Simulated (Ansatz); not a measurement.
## Optical response of BAs

What colour and refractive index does BAs have at this level of theory?

Calculated with Ansatz 0.2.0; DFT, PBE, plane-wave PAW, default files, scalar-relativistic, independent-particle optical response without local fields.

**What experiment says.**

For BAs, zinc blende (CVT-grown opaque bulk crystals, 300 K), “Optical properties of cubic boron arsenide” (2019, arxiv:1911.04914) gives, by spectroscopic ellipsometry: band gap (direct gap from square of absorption coefficient, average of two …) about 4.12 eV [Extrapolated from square of absorption coefficient from ellipsometry; average of two …].

### 1. The starting structure

Symmetry: F-43m, No. 216, cubic system. Conventional cell: a = 4.777 Å, b = 4.777 Å, c = 4.777 Å, α = 90.00°, β = 90.00°, γ = 90.00°. Nearest to As lie 4 B at 2.07 Å. B has 4 As at 2.07 Å nearest. Farther neighbours are not listed.

Structure file:

```cif
data_structure
_symmetry_space_group_name_H-M 'F-43m'
_symmetry_Int_Tables_number 216
_cell_length_a 4.7770
_cell_length_b 4.7770
_cell_length_c 4.7770
_cell_angle_alpha 90.000
_cell_angle_beta 90.000
_cell_angle_gamma 90.000
_cell_volume 109.01
loop_
_atom_site_label
_atom_site_type_symbol
_atom_site_symmetry_multiplicity
_atom_site_Wyckoff_symbol
_atom_site_fract_x
_atom_site_fract_y
_atom_site_fract_z
_atom_site_occupancy
As1 As 4 c 0.25000 0.25000 0.25000 1
B1 B 4 a 0.00000 0.00000 0.00000 1
```

### 2. Ground state and bands

First the ground state: is it a metal or has it a gap?

This step: DFT, PBE, plane-wave PAW, default files, scalar-relativistic, ground state (Ansatz 0.2.0).

Contents of input.yaml:

```yaml
crystal:
  lattice:
    - [0.0, 2.3885, 2.3885]
    - [2.3885, 0.0, 2.3885]
    - [2.3885, 2.3885, 0.0]
  atoms:
    - { symbol: As, position: [0.75, 0.75, 0.75] }
    - { symbol: B, position: [0.0, 0.0, 0.0] }
kpoints:
  mp_grid: { grid: [8, 8, 8] }
  band_path:
    path:
      - [[0.0, 0.0, 0.0], [0.5, 0.0, 0.5], [0.5, 0.25, 0.75], [0.375, 0.375, 0.75], [0.0, 0.0, 0.0], [0.5, 0.5, 0.5], [0.625, 0.25, 0.625], [0.5, 0.25, 0.75], [0.5, 0.5, 0.5], [0.375, 0.375, 0.75]]
      - [[0.625, 0.25, 0.625], [0.5, 0.0, 0.5]]
    npoints: 6
scf:
  occupations: { method: fermi_dirac, width: 0.05 }
  n_extra_bands: 6
hamiltonian:
  xc: pbe
  pseudopotentials: { kind: paw }
output:
  forces: true
  stress: true
  populations: true
  write_bands: true
  write_density: true
  write_potential: true
  elf: true
  volumetric_format: npy
```

On the command line:

```sh
$ ansatz run input.yaml --threads 4 --pin off --max-ram 8192MiB --backend cpu --events-out ev --progress --plain --runs-dir out
```

Numbers of over 12 decimals in the logs are rounded to 6 here.

The program printed:

```text
scf.n_extra_bands = 6 over 9 filled bands (N_el = 18.0): the run solves 15 bands
Engine: ansatz 0.2.0, x86_64-unknown-linux-gnu
Pseudopotentials: kind: paw
Pseudopotential: As, paw, valence charge 15, recommended cutoff 420 eV (normal), As.paw.azcp
Pseudopotential: B, paw, valence charge 3, recommended cutoff 420 eV (normal), B.paw.azcp
Functional definition: PBE
  parameter kappa = 0.804
  parameter beta = 0.066725
  exchange = pbe_x(kappa = kappa, mu = beta*pi^2/3)
  correlation = pbe_c(beta = beta)
Crystal: 2 atoms, lattice volume = 27.252 Å³
Basis set: ecut = 420 eV, 531 PW (Γ), exchange–correlation on 48×48×48 points (8 copies of the dense FFT grid, shifted against one another)
Bands: 15, of which v1, the nominal top of the filled ones, is band 9 counted from 1 (8 counted from 0)
Symmetry: 24 space group operations
Space group: F-43m (ITA 216), of the structure as read, at distance tolerance 3.0e-5 Å
k-points: 29 of 512 (time reversal used)
Non-local potential: As, projectors of the file, l = 0: 2, l = 1: 2, l = 2: 3, l = 3: 1
Non-local potential: B, projectors of the file, l = 0: 2, l = 1: 2, l = 2: 1
PAW form: soft (Blöchl's): semilocal exchange-correlation on the pseudo side does not see the compensation charge
PAW one-centre angular grid: As, 590 points (default); XC on 64 Gauss nodes
PAW one-centre angular grid: B, 110 points (default); XC on 64 Gauss nodes
Initial density: superposition of atomic densities (neutral atoms: chi_scale 0, normalization atom), corrected by the library's trained network
Initial wavefunctions: pseudopotential atomic-orbital guess
Functional: x = pbe(κ = 0.804, μ = 0.219515), c = pbe(β = 0.066725)
SCF iter   1: F=—  HF=-5012.098004 eV  |F-HF|=—  |Δ(HF+E_count)|=         —  Δρ=8.22e-4  dr2=1.22e-4  ethr=1.77e-3  ⟨swp⟩=5.5  Hψ=2411  notcnv=0  defer=1
preconditioner: auto → none  [insulator: Δε(μ)=1.198 eV  Ē_g=14.631 eV  σ=0.050 eV  W_gap=1.00  n_scr=8 (ndim 8)  ℏωp=20.1 eV  f_vac=0.001  D(μ)=0.00/eV (n_scr^D=0)  ε∞_Penn≈2.9]
SCF iter   2: F=—  HF=-5012.098055 eV  |F-HF|=—  |Δ(HF+E_count)|=   5.07e-5  Δρ=4.90e-4  dr2=4.93e-5  ethr=6.80e-7  ⟨swp⟩=2.8  Hψ=968  notcnv=0  defer=7
SCF iter   3: F=—  HF=-5012.098066 eV  |F-HF|=—  |Δ(HF+E_count)|=   1.15e-5  Δρ=2.79e-4  dr2=7.83e-6  ethr=2.74e-7  ⟨swp⟩=2.8  Hψ=646  notcnv=0  defer=7
SCF iter   4: F=—  HF=-5012.098097 eV  |F-HF|=—  |Δ(HF+E_count)|=   3.04e-5  Δρ=8.07e-5  dr2=2.54e-6  ethr=4.35e-8  ⟨swp⟩=2.0  Hψ=650  notcnv=0  defer=7
SCF iter   5: F=—  HF=-5012.098095 eV  |F-HF|=—  |Δ(HF+E_count)|=   1.48e-6  Δρ=2.49e-5  dr2=2.41e-7  ethr=1.41e-8  ⟨swp⟩=2.1  Hψ=637  notcnv=0  defer=7
SCF iter   6: F=-5012.098095 eV  HF=-5012.098095 eV  |F-HF|=4.18e-8  |Δ(HF+E_count)|=   7.22e-8  Δρ=9.58e-6  dr2=3.02e-8  ethr=5.56e-10  ⟨swp⟩=9.8  Hψ=2367  notcnv=0
SCF 1 converged in 6 iterations: F = -5012.098095 eV  dr2 = 3.02e-8
  greatest PAW one-centre occupation: 0.999 electrons in one spin orbital (limit 2), on the As atom at site 0 (counted from 0), in its partial waves of l = 2
NSCF: frozen V_eff on 62 k-points
SCF converged after 6 iterations
Free energy (F): -5012.098095 eV
Harris-Foulkes:  -5012.098095 eV  (|F-HF|=4.18e-8)
Internal energy: -5012.098095 eV  (E = F + TS)
E sigma→0 (E₀):  -5012.098095 eV
Entropy (-TS):   -0.000000 eV (-0.000 meV/atom)
Fermi energy:    11.707808 eV
--- Per-component energies (eV) ---
  E_band       = -210.273193
  E_kinetic    = 152.093691
  E_local      = -1693.942639  (includes V_loc(G=0)·N_el)
  E_nonlocal   = -657.798675
  E_hartree    = 940.054674
  E_xc         = -111.431866
  E_vxc        = -117.663891  (∫ρ·V_xc dr)
  E_paw        = -1915.298288  (= ΣΔE_a)
  E_vpaw       = 226.935995  (= ΣTr[D̂ρ^β])
  E_aug_tail   = 0.000007  (compensation charges beyond the density's cutoff)
  E_ewald      = -1725.774997
  E_smearing   = -0.000000  (= −TS)
  E_closure    = 0.000000  (closes the sum)
  Σ components = -5012.098095   (vs F -5012.098095, Δ=0.00e0)
--- Forces (eV/Å), atoms counted from 1 ---
  atom   1  As     0.00000000     0.00000000     0.00000000
  atom   2  B     -0.00000000     0.00000000     0.00000000
  max |Σ_I F_I| component: 6.29e-16 eV/Å
--- Stress (GPa, compression-positive) ---
        2.769785      -0.000000      -0.000000
        0.000000       2.769785       0.000000
        0.000000       0.000000       2.769785
  P = ⅓ Tr σ = 2.7698 GPa (27.698 kbar)
--- Band table (eV; the first three rows and the last of 29) ---
  k-point 0: bands = [... 5 lower, -4.2770, 11.1267, 11.1267, 11.1267, 14.4073, 14.4073, 14.4073, 15.8003, ... 2 higher]
  k-point 1: bands = [... 5 lower, -4.0209, 9.1629, 10.6890, 10.6890, 14.5218, 14.9846, 14.9846, 17.0810, ... 2 higher]
  k-point 2: bands = [... 5 lower, -3.2753, 6.1921, 9.9790, 9.9790, 14.1913, 15.7861, 15.7861, 19.0311, ... 2 higher]
  k-point 28: bands = [... 5 lower, 0.0640, 3.0745, 5.6456, 5.9402, 16.3925, 17.0683, 17.9428, 18.1740, ... 2 higher]
--- Löwdin populations: 2 sites ---
  site symbol       q [e]
     0     As     14.3679
     1      B      3.5942
  spilling = 0.002102 (of n_electrons = 18.000000)
```

Run time: 6.6 s. Hardware: 4 threads of Intel Xeon Platinum 8488C (Sapphire Rapids), shared host; peak memory 0.45 GiB.

Reading the cycles: dr2 is the Hartree energy of the density residual (eV), the measure of convergence; HF is the Harris–Foulkes estimate of the energy, which meets the free energy F at convergence.

This step gave:

| Quantity | Value |
| --- | --- |
| free energy | -5012.0981 eV |
| Fermi energy | 11.71 eV |
| gap by band count | 1.197 eV |
| electrons | 18 |
| symmetry operations | 24 |
| pressure | 2.770 GPa |
| volume | 27.25 Å³ |
| gap on the path | 1.191 eV |
| least direct gap on the path | 3.281 eV |

There is a gap, 1.19 eV on the path, so no carriers' term is needed. The cell is left with a pressure of 2.8 GPa, as it stands unrelaxed at this level.

The electronic bands at the labelled points (eV, zero at the Fermi level; v1 is the highest filled band, c1 the lowest empty one):

| point | v4 | v3 | v2 | v1 | c1 | c2 | c3 | c4 |
| --- | --- | --- | --- | --- | --- | --- | --- | --- |
| Γ | -15.98 | -0.58 | -0.58 | -0.58 | 2.70 | 2.70 | 2.70 | 4.09 |
| halfway | -14.64 | -4.68 | -3.28 | -3.28 | 1.08 | 3.95 | 6.83 | 6.83 |
| X | -11.80 | -9.10 | -4.66 | -4.66 | 0.86 | 0.87 | 10.81 | 10.81 |
| halfway | -11.73 | -8.90 | -5.39 | -5.27 | 2.31 | 2.42 | 9.13 | 9.42 |
| W | -11.64 | -8.63 | -6.06 | -5.77 | 4.68 | 5.36 | 6.24 | 6.47 |
| halfway | -11.76 | -8.67 | -6.38 | -4.88 | 2.78 | 5.07 | 7.44 | 7.97 |
| K | -11.85 | -8.72 | -6.52 | -4.06 | 1.47 | 4.97 | 8.65 | 9.19 |
| halfway | -14.50 | -5.71 | -4.36 | -1.72 | 3.40 | 4.33 | 5.21 | 6.42 |
| Γ | -15.98 | -0.58 | -0.58 | -0.58 | 2.70 | 2.70 | 2.70 | 4.09 |
| halfway | -14.98 | -5.52 | -1.73 | -1.73 | 2.48 | 4.08 | 4.08 | 7.32 |
| L | -13.12 | -9.36 | -2.40 | -2.40 | 2.11 | 4.21 | 4.21 | 8.30 |
| halfway | -12.68 | -8.97 | -4.81 | -3.15 | 2.46 | 5.32 | 5.90 | 8.31 |
| U | -11.85 | -8.72 | -6.52 | -4.06 | 1.47 | 4.97 | 8.65 | 9.19 |
| halfway | -11.76 | -8.67 | -6.38 | -4.88 | 2.78 | 5.07 | 7.44 | 7.97 |
| W | -11.64 | -8.63 | -6.06 | -5.77 | 4.68 | 5.36 | 6.24 | 6.47 |
| halfway | -12.54 | -8.86 | -5.14 | -3.65 | 3.40 | 4.19 | 6.89 | 8.47 |
| L | -13.12 | -9.36 | -2.40 | -2.40 | 2.11 | 4.21 | 4.21 | 8.30 |
| halfway | -12.68 | -8.97 | -4.81 | -3.15 | 2.46 | 5.32 | 5.90 | 8.31 |
| K | -11.85 | -8.72 | -6.52 | -4.06 | 1.47 | 4.97 | 8.65 | 9.19 |
| jump to U | -11.85 | -8.72 | -6.52 | -4.06 | 1.47 | 4.97 | 8.65 | 9.19 |
| halfway | -11.77 | -8.99 | -5.49 | -4.50 | 1.02 | 2.22 | 10.13 | 10.23 |
| X | -11.80 | -9.10 | -4.66 | -4.66 | 0.86 | 0.87 | 10.81 | 10.81 |

The electronic bands as a text plot (rows in eV, shown from -8.6 to 6.6 only):

```
    6.3 |             +    +++++    ++       +    ++        +
    5.7 |                  ++               + +   +   +    +
    5.0 |  ++         ++++   ++ ++ +       ++  +++ +      ++ +
    4.4 |++          ++      +++  +    +++++      ++++ ++++
    3.8 | +  +                      +++          +  + +       +
    3.1 |           +      +++++++ +                 ++
    2.5 |++   ++       +          + ++++  +++          + +++   +
    1.9 |  ++      +    + +             ++   ++ +       +   +
    1.2 |    +  + +      +                     +             ++++
    0.6 |     ++++                                              +
    0.0 |
   -0.7 |*                      ****
   -1.3 | *                    ***  **
   -1.9 |                    ** ** *  **
   -2.6 |  **              **  *        ****           ****
   -3.2 |    *            *                 **        **   **
   -3.8 |     **         *     *    **     *  **     **   *  *
   -4.5 |    *  ***     *    **                 *   *         ***
   -5.1 |          *   *                    *    * * *     *
   -5.7 |           ***    ****       *      *    * *       *  *
   -6.4 |     **      *****                   ******         **
   -7.0 |                  **
   -7.6 |                              *
   -8.3 |       *         *                        *
         Γ       X    W  K        Γ      L     U  W     L   K|U X
```

Electrostatic potential energy in the ac plane of a cell with a along [110], b along [-110] and c along [001] of the cube at fractional y = 0.000, with atoms of As and B within 0.2 Å of it. With pseudopotentials it is smooth inside the atoms' cores, unlike the true potential.

Ten even steps from '0' (-41 eV) to '9' (18 eV), each cell a mean:
```
0378998730168898851
5789999875688999886
8899999988889999988
9999999999999999999
9999999999999999999
9999999999999999999
9988788899998878899
9886666889987666789
9866886689876797678
8867997688876999678
7766996677776898677
2576666752366666763
0278778720058878850
```

ELF in the ac plane of a cell with a along [110], b along [-110] and c along [001] of the cube at fractional y = 0.000, with atoms of As and B within 0.2 Å of it. It is the smooth field of the valence electrons, not physical close to the nuclei.

Ten even steps from '0' (0.02) to '9' (0.87), each cell a mean:
```
1354334531255323552
5542002455553101355
6420000246531000135
3200000023210000012
0000000000000000000
0001221000001222100
0024554200013555310
0145665410035666530
1455335531255434652
4674224764576212675
7986336997897424898
4898668984699767996
0588668840278767871
```

[end of part 1 of 2]

[Logs are printed without paths, hosts, clocks, repeated set-up lines and the standing remarks that a program may print on its own settings, such as how far it seeks lower states.]

[Hosts, paths, dates, database ids (printed as entryN), source tags and the programs' standing remarks are cut or masked in the printed files.]
